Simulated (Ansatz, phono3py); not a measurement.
# SrO (Fm-3m): solver, mesh and scattering choices in phono3py

The second- and third-order constants of SrO come from an earlier supercell run; what does phono3py make of them?

What experiment has found for this phase:
- thermal conductivity 12 W/m/K near room temperature (given in “Combining the AFLOW GIBBS and Elastic Libraries to efficiently and robustly screen thermo-mechanical properties of solids”, 2017, arXiv:1611.05714)
- thermal conductivity 12 W/m/K near room temperature (given in “Predicting the lattice thermal conductivity of solids by solving the Boltzmann transport equation: AFLOW - AAPL an automated, accurate and efficient framework”, 2017, arXiv:1611.05481)

Program: Ansatz 0.2.0 and phono3py 4.10.0. Level of theory: DFT r2SCAN, scalar-relativistic, plane waves, PAW; PAW set soft_1, in the first sound run; inputs show where later runs differ. Results are calculated unless marked as measured.

The database entry behind the starting cell differs from later determinations by our own check (about 0.5 % short), so it need not match the best structure at ambient conditions.

## Step 1: The starting structure

Symmetry: Fm-3m, No. 225, cubic system. Conventional cell: a = 5.160 Å, b = 5.160 Å, c = 5.160 Å, α = 90.00°, β = 90.00°, γ = 90.00°. Nearest to Sr lie 6 O at 2.58 Å. O has 6 Sr at 2.58 Å nearest. Farther neighbours and most contacts between anions are not listed.

## Step 2: The earlier run that gave the force constants

input.yaml

```yaml
crystal:
  lattice:
    - [0.0, 2.5801148537, 2.5801148537]
    - [2.5801148537, 0.0, 2.5801148537]
    - [2.5801148537, 2.5801148537, 0.0]
  atoms:
    - { symbol: Sr, position: [0.5, 0.5, 0.5] }
    - { symbol: O, position: [0.0, 0.0, 0.0] }
kpoints:
  mp_grid: { grid: [6, 6, 6] }
hamiltonian:
  xc: r2scan
  pseudopotentials: { kind: paw, azcp: { folder: soft_1 } }
scf:
  occupations: { method: fixed }
  lower_state_search: "off"
output:
  eigenvalues: true
phonons:
  method: fd
  dielectric: true
  qmesh: [6, 6, 6]
  temperatures: { t_max: 1000, t_step: 50 }
  qpath:
    path:
      - [[0.0, 0.0, 0.0], [0.5, 0.0, 0.5], [0.5, 0.25, 0.75], [0.375, 0.375, 0.75], [0.0, 0.0, 0.0], [0.5, 0.5, 0.5], [0.625, 0.25, 0.625], [0.5, 0.25, 0.75], [0.5, 0.5, 0.5], [0.375, 0.375, 0.75]]
      - [[0.625, 0.25, 0.625], [0.5, 0.0, 0.5]]
    npoints: 10
  third_order: { supercell: [3, 3, 3], pair_cutoff: 4.619 }
  lattice_thermal_conductivity:
    qmesh: [21, 21, 21]
    temperatures: [100.0, 150.0, 200.0, 300.0, 400.0, 500.0, 600.0, 800.0]
    isotope_mass_variance:
      - { species: O, variance: 3.359e-05 }
      - { species: Sr, variance: 6.1e-05 }
```

Started as:

```console
$ ansatz run input.yaml --threads 18 --pin off --max-ram 92160MiB --backend cuda --events-out ev --progress --plain --runs-dir out --max-vram 78GiB
```

The job ended after 11 min (1 × NVIDIA GB200 with 18 threads of Arm Neoverse V2, shared host; peak memory 1.8 GiB).

This step gave:

```
highest frequency            : 469.5 cm⁻¹
κ at 300 K (relaxation time) : 15.08 W/m/K
κ at 300 K (full solution)   : 15.3 W/m/K
dipole term                  : run
third-order blocks           : 686
```

## Step 3: Relaxation-time solution

The base run: each mode relaxes on its own with natural isotopes, and rates are split into normal and umklapp parts.

This step: DFT r2SCAN, scalar-relativistic, plane waves, PAW; PAW set soft_1; phono3py on Ansatz's force constants (phono3py 4.10.0).

phono3py.yaml

```yaml
phono3py:
  version: "4.10.0"
  frequency_unit_conversion_factor: 15.633302
  symmetry_tolerance: 1.00000e-05

physical_unit:
  atomic_mass: "AMU"
  length: "angstrom"

space_group:
  type: "Fm-3m"
  number: 225
  Hall_symbol: "-F 4 2 3"

primitive_matrix:
- [  1.000000000000000,  0.000000000000000,  0.000000000000000 ]
- [  0.000000000000000,  1.000000000000000,  0.000000000000000 ]
- [  0.000000000000000,  0.000000000000000,  1.000000000000000 ]

supercell_matrix:
- [   3,   0,   0 ]
- [   0,   3,   0 ]
- [   0,   0,   3 ]

# [primitive_cell block left out]
unit_cell:
  lattice:
  - [     0.000000000000000,     2.580114853700000,     2.580114853700000 ] # a
  - [     2.580114853700000,     0.000000000000000,     2.580114853700000 ] # b
  - [     2.580114853700000,     2.580114853700000,     0.000000000000000 ] # c
  points:
  - symbol: Sr # 1
    coordinates: [  0.500000000000000,  0.500000000000000,  0.500000000000000 ]
    mass: 87.620000
    reduced_to: 1
  - symbol: O # 2
    coordinates: [  0.000000000000000,  0.000000000000000,  0.000000000000000 ]
    mass: 15.999000
    reduced_to: 2

# [supercell block left out]
phonon_supercell_matrix:
- [   6,   0,   0 ]
- [   0,   6,   0 ]
- [   0,   0,   6 ]

# [phonon_primitive_cell block left out]
# [phonon_supercell block left out]
nac:
  born_effective_charge:
  - # 1 (Sr)
    - [  2.412776631096058,  0.000000000000000,  0.000000000000000 ]
    - [  0.000000000000000,  2.412776631096058,  0.000000000000000 ]
    - [  0.000000000000000,  0.000000000000000,  2.412776631096058 ]
  - # 2 (O)
    - [ -2.412776631096058,  0.000000000000000,  0.000000000000000 ]
    - [  0.000000000000000, -2.412776631096058,  0.000000000000000 ]
    - [  0.000000000000000,  0.000000000000000, -2.412776631096058 ]
  dielectric_constant:
    - [  3.511817046854623,  0.000000000000000,  0.000000000000000 ]
    - [  0.000000000000000,  3.511817046854624,  0.000000000000000 ]
    - [  0.000000000000000,  0.000000000000000,  3.511817046854624 ]
  unit_conversion_factor: 14.399645
```

Started as:

```console
$ phono3py phono3py.yaml --mesh 21 21 21 --br --isotope --nu --ts 100 150 200 300 400 500 600 800
```

What it wrote:

```text
Rust backend (phonors) using rayon (8 threads).
Running in phono3py.load mode.
Spglib version 2.8.0
----------------------------- General settings -----------------------------
Run mode: conductivity-RTA
HDF5 data compression filter: gzip
Crystal structure was read from "phono3py.yaml".
Supercell (dim): [3 3 3]
Phonon supercell (dim-fc2): [6 6 6]
Primitive matrix:
  [1. 0. 0.]
  [0. 1. 0.]
  [0. 0. 1.]
Spacegroup: Fm-3m (225)
Use -v option to watch primitive cell, unit cell, and supercell structures.
NAC parameters were read from "phono3py.yaml".
fc3 was read from "fc3.hdf5".
fc2 was read from "fc2.hdf5".
----------------------------- Force constants ------------------------------
Max drift of fc3: 0.00000300 (zzz) 0.00000300 (zzz) 0.00000300 (zzz)
Max drift of fc2: -0.00002100 (xx) -0.00002100 (xx)
--------------------------- Calculation settings ---------------------------
Non-analytical term correction (NAC): True
NAC unit conversion factor:  14.39964
BZ integration: Tetrahedron-method
Temperature:  100.0  150.0  200.0  300.0  400.0 ... 800.0
Cutoff frequency: 0.01
Mesh sampling: [ 21 21 21 ]
Generating grid system ... [ 21 21 21 ]
fc3-r2q-transformation over three atoms: True
--------------------------- Phonon calculations ----------------------------
Use NAC by Gonze et al. (no real space sum in current implementation)
  PRB 50, 13035(R) (1994), PRB 55, 10355 (1997)
  G-cutoff distance: 1.28, Number of G-points: 307, Lambda: 0.25
Running harmonic phonon calculations...
-------------------- Lattice thermal conductivity (RTA) --------------------
Running heat capacity calculations...
Running velocity calculations...
Running isotope scattering calculations with tetrahedron method...
======================= Grid point 0 (1/286) =======================
q-point: ( 0.00  0.00  0.00)
Boundary mean free path (millimeter): 1000.000
Mass variance parameters: 6.10e-05 3.36e-05
Number of triplets: 286
Frequency     group velocity (x, y, z)     |gv|
  -0.008   (   0.000    0.000    0.000)    0.000
  -0.008   (   0.000    0.000    0.000)    0.000
  -0.008   (   0.000    0.000    0.000)    0.000
   6.414   (   0.000    0.000    0.000)    0.000
   6.414   (   0.000    0.000    0.000)    0.000
   6.414   (   0.000    0.000    0.000)    0.000
======================= Grid point 1 (2/286) =======================
q-point: ( 0.05  0.00  0.00)
Boundary mean free path (millimeter): 1000.000
Mass variance parameters: 6.10e-05 3.36e-05
Number of triplets: 891
Frequency     group velocity (x, y, z)     |gv|
   0.561   ( -19.964   19.964   19.964)   34.578
   0.561   ( -19.964   19.964   19.964)   34.578
   0.929   ( -33.376   33.376   33.376)   57.810
   6.455   (  -3.035    3.035    3.035)    5.257
   6.455   (  -3.035    3.035    3.035)    5.257
  14.081   (   1.518   -1.518   -1.518)    2.630
[283 grid points left out]
======================= Grid point 2458 (286/286) =======================
q-point: ( 0.71  0.48  0.24)
Boundary mean free path (millimeter): 1000.000
Mass variance parameters: 6.10e-05 3.36e-05
Number of triplets: 2431
Frequency     group velocity (x, y, z)     |gv|
   4.344   (   0.000    0.277    9.388)    9.392
   4.924   (  -0.000   14.829    1.736)   14.930
   5.106   (   0.000  -12.370   -8.570)   15.049
   8.484   (  -0.000   18.671    1.416)   18.725
   8.615   (   0.000  -15.982    8.570)   18.135
   9.700   (  -0.000    2.961  -17.400)   17.650
=================== End of collection of collisions ===================
----------- Thermal conductivity (W/m-k) with tetrahedron method -----------
#  T(K)        xx         yy         zz         yz         xz         xy
  100.0      61.822     61.822     61.822      0.000     -0.000     -0.000
  150.0      34.088     34.088     34.088      0.000     -0.000     -0.000
  200.0      23.733     23.733     23.733      0.000     -0.000     -0.000
  300.0      14.978     14.978     14.978      0.000     -0.000     -0.000
  400.0      11.021     11.021     11.021      0.000     -0.000     -0.000
  500.0       8.740      8.740      8.740      0.000     -0.000     -0.000
  600.0       7.250      7.250      7.250      0.000     -0.000     -0.000
  800.0       5.413      5.413      5.413      0.000     -0.000     -0.000

Thermal conductivity related properties were written into
"kappa-m212121.hdf5".
Summary of calculation was written in "phono3py.yaml".
```

The job ended after 42 s (8 threads of Intel Xeon Platinum 8375C at 2.90GHz (Ice Lake), shared host; peak memory 0.14 GiB).

This step gave:

```
κ at 300 K                                       : 14.98 W/m/K
κ xx, yy, zz at 300 K                            : 14.98, 14.98, 14.98 W/m/K
normal share of three-phonon scattering at 300 K : 0.501
```

W/m/K. Kappa, by row:

| T (K) | xx | yy | zz | yz | xz | xy |
| --- | --- | --- | --- | --- | --- | --- |
| 100 | 61.82 | 61.82 | 61.82 | 0 | 0 | 0 |
| 150 | 34.09 | 34.09 | 34.09 | 0 | 0 | 0 |
| 200 | 23.73 | 23.73 | 23.73 | 0 | 0 | 0 |
| 300 | 14.98 | 14.98 | 14.98 | 0 | 0 | 0 |
| 400 | 11.02 | 11.02 | 11.02 | 0 | 0 | 0 |
| 500 | 8.74 | 8.74 | 8.74 | 0 | 0 | 0 |
| 600 | 7.25 | 7.25 | 7.25 | 0 | 0 | 0 |
| 800 | 5.413 | 5.413 | 5.413 | 0 | 0 | 0 |

Lattice thermal conductivity, xx against temperature:

| temperature (K) | lattice thermal conductivity, xx (W/m/K) |
| --- | --- |
| 100 | 61.8 |
| 150 | 34.1 |
| 200 | 23.7 |
| 300 | 15.0 |
| 400 | 11.0 |
| 500 | 8.74 |
| 600 | 7.25 |
| 800 | 5.41 |

Table of mean scattering rate at 300 K by frequency:

| frequency (THz) | normal (1/ps) | umklapp (1/ps) |
| --- | --- | --- |
| 0.29 | 0.0153 | 5.3e-4 |
| 0.88 | 0.0108 | 0.00206 |
| 1.47 | 0.0281 | 0.00766 |
| 2.06 | 0.0745 | 0.0305 |
| 2.64 | 0.16 | 0.105 |
| 3.23 | 0.15 | 0.173 |
| 3.82 | 0.142 | 0.191 |
| 4.40 | 0.25 | 0.307 |
| 4.99 | 0.363 | 0.369 |
| 5.58 | 0.292 | 0.223 |
| 6.17 | 0.215 | 0.185 |
| 6.75 | 0.497 | 0.262 |
| 7.34 | 0.616 | 0.555 |
| 7.93 | 0.648 | 0.755 |
| 8.52 | 0.551 | 0.965 |
| 9.10 | 0.837 | 0.866 |
| 9.69 | 0.87 | 0.894 |
| 10.28 | 1.81 | 2.12 |
| 10.86 | 2.66 | 3.71 |
| 11.45 | 2.35 | 3.93 |
| 12.04 | 1.65 | 2.1 |
| 12.63 | 1.45 | 0.89 |
| 13.21 | 1.47 | 0.707 |
| 13.80 | 1.68 | 0.436 |

The base value at 300 K is 15.0 W/(m K).

The lattice thermal conductivity, xx is 15.0 W/m/K at 300 K, going as T^-1.1 above 200 K.

## Step 4: Two programs, one set of constants

This step: DFT r2SCAN, scalar-relativistic, plane waves, PAW; PAW set soft_1 (Ansatz 0.2.0).

Ansatz's figure includes its coherence part. Comparison, by row:

| T (K) | Ansatz RTA (W/m/K) | phono3py RTA (W/m/K) | difference (%) |
| --- | --- | --- | --- |
| 100 | 61.86 | 61.82 | -0.06 |
| 150 | 34.15 | 34.09 | -0.18 |
| 200 | 23.81 | 23.73 | -0.34 |
| 300 | 15.08 | 14.98 | -0.66 |
| 400 | 11.15 | 11.02 | -1.17 |
| 500 | 8.884 | 8.74 | -1.62 |
| 600 | 7.408 | 7.25 | -2.13 |
| 800 | 5.595 | 5.413 | -3.25 |

## Step 5: Without isotopes, third order supercell 3×3×3, supercell 6×6×6

Leaving out the isotope term shows how much the natural mass disorder scatters.

This step: DFT r2SCAN, scalar-relativistic, plane waves, PAW; PAW set soft_1; phono3py on Ansatz's force constants (phono3py 4.10.0).

phono3py.yaml is that of step 3.

Started as:

```console
$ phono3py phono3py.yaml --mesh 21 21 21 --br --ts 100 150 200 300 400 500 600 800
```

What it wrote:

```text
[banner, memory and clock lines left out]
Rust backend (phonors) using rayon (8 threads).
Running in phono3py.load mode.
Spglib version 2.8.0
----------------------------- General settings -----------------------------
Run mode: conductivity-RTA
HDF5 data compression filter: gzip
Crystal structure was read from "phono3py.yaml".
Supercell (dim): [3 3 3]
Phonon supercell (dim-fc2): [6 6 6]
Primitive matrix:
  [1. 0. 0.]
  [0. 1. 0.]
  [0. 0. 1.]
Spacegroup: Fm-3m (225)
Use -v option to watch primitive cell, unit cell, and supercell structures.
NAC parameters were read from "phono3py.yaml".
fc3 was read from "fc3.hdf5".
fc2 was read from "fc2.hdf5".
----------------------------- Force constants ------------------------------
Max drift of fc3: 0.00000300 (zzz) 0.00000300 (zzz) 0.00000300 (zzz)
Max drift of fc2: -0.00002100 (xx) -0.00002100 (xx)
--------------------------- Calculation settings ---------------------------
Non-analytical term correction (NAC): True
NAC unit conversion factor:  14.39964
BZ integration: Tetrahedron-method
Temperature:  100.0  150.0  200.0  300.0  400.0 ... 800.0
Cutoff frequency: 0.01
Mesh sampling: [ 21 21 21 ]
Generating grid system ... [ 21 21 21 ]
fc3-r2q-transformation over three atoms: True
--------------------------- Phonon calculations ----------------------------
  PRB 50, 13035(R) (1994), PRB 55, 10355 (1997)
  G-cutoff distance: 1.28, Number of G-points: 307, Lambda: 0.25
Running harmonic phonon calculations...
-------------------- Lattice thermal conductivity (RTA) --------------------
Running heat capacity calculations...
Running velocity calculations...
======================= Grid point 0 (1/286) =======================
q-point: ( 0.00  0.00  0.00)
Boundary mean free path (millimeter): 1000.000
Number of triplets: 286
Frequency     group velocity (x, y, z)     |gv|
  -0.008   (   0.000    0.000    0.000)    0.000
  -0.008   (   0.000    0.000    0.000)    0.000
  -0.008   (   0.000    0.000    0.000)    0.000
   6.414   (   0.000    0.000    0.000)    0.000
   6.414   (   0.000    0.000    0.000)    0.000
   6.414   (   0.000    0.000    0.000)    0.000
======================= Grid point 1 (2/286) =======================
q-point: ( 0.05  0.00  0.00)
Boundary mean free path (millimeter): 1000.000
Number of triplets: 891
Frequency     group velocity (x, y, z)     |gv|
   0.561   ( -19.964   19.964   19.964)   34.578
   0.561   ( -19.964   19.964   19.964)   34.578
   0.929   ( -33.376   33.376   33.376)   57.810
   6.455   (  -3.035    3.035    3.035)    5.257
   6.455   (  -3.035    3.035    3.035)    5.257
  14.081   (   1.518   -1.518   -1.518)    2.630
[283 grid points left out]
======================= Grid point 2458 (286/286) =======================
q-point: ( 0.71  0.48  0.24)
Boundary mean free path (millimeter): 1000.000
Number of triplets: 2431
Frequency     group velocity (x, y, z)     |gv|
   4.344   (   0.000    0.277    9.388)    9.392
   4.924   (  -0.000   14.829    1.736)   14.930
   5.106   (   0.000  -12.370   -8.570)   15.049
   8.484   (  -0.000   18.671    1.416)   18.725
   8.615   (   0.000  -15.982    8.570)   18.135
   9.700   (  -0.000    2.961  -17.400)   17.650
=================== End of collection of collisions ===================
----------- Thermal conductivity (W/m-k) with tetrahedron method -----------
#  T(K)        xx         yy         zz         yz         xz         xy
  100.0      63.120     63.120     63.120      0.000     -0.000     -0.000
  150.0      34.455     34.455     34.455      0.000     -0.000     -0.000
  200.0      23.905     23.905     23.905      0.000     -0.000     -0.000
  300.0      15.045     15.045     15.045      0.000     -0.000     -0.000
  400.0      11.057     11.057     11.057      0.000     -0.000     -0.000
  500.0       8.763      8.763      8.763      0.000     -0.000     -0.000
  600.0       7.265      7.265      7.265      0.000     -0.000     -0.000
  800.0       5.421      5.421      5.421      0.000     -0.000     -0.000

Thermal conductivity related properties were written into
"kappa-m212121.hdf5".
Summary of calculation was written in "phono3py.yaml".
```

Elapsed: 37 s, on 8 threads; peak memory 0.14 GiB.

Numbers from this step:

```
κ at 300 K            : 15.04 W/m/K
κ xx, yy, zz at 300 K : 15.04, 15.04, 15.04 W/m/K
```

W/m/K. Kappa, by row:

| T (K) | xx | yy | zz | yz | xz | xy |
| --- | --- | --- | --- | --- | --- | --- |
| 100 | 63.12 | 63.12 | 63.12 | 0 | 0 | 0 |
| 150 | 34.45 | 34.45 | 34.45 | 0 | 0 | 0 |
| 200 | 23.91 | 23.91 | 23.91 | 0 | 0 | 0 |
| 300 | 15.04 | 15.04 | 15.04 | 0 | 0 | 0 |
| 400 | 11.06 | 11.06 | 11.06 | 0 | 0 | 0 |
| 500 | 8.763 | 8.763 | 8.763 | 0 | 0 | 0 |
| 600 | 7.265 | 7.265 | 7.265 | 0 | 0 | 0 |
| 800 | 5.421 | 5.421 | 5.421 | 0 | 0 | 0 |

κ at 300 K goes from 15.0 in the base run to 15.0 W/(m K).

(Part 1 of 5 ends here.)

[Logs are printed without paths, hosts, clocks, repeated set-up lines and the standing remarks that a program may print on its own settings, such as how far it seeks lower states.]

[Hosts, paths, dates, database ids (printed as entryN), source tags and the programs' standing remarks are cut or masked in the printed files.]

[A step with changed settings may run another functional than the one named; its input shows which.]
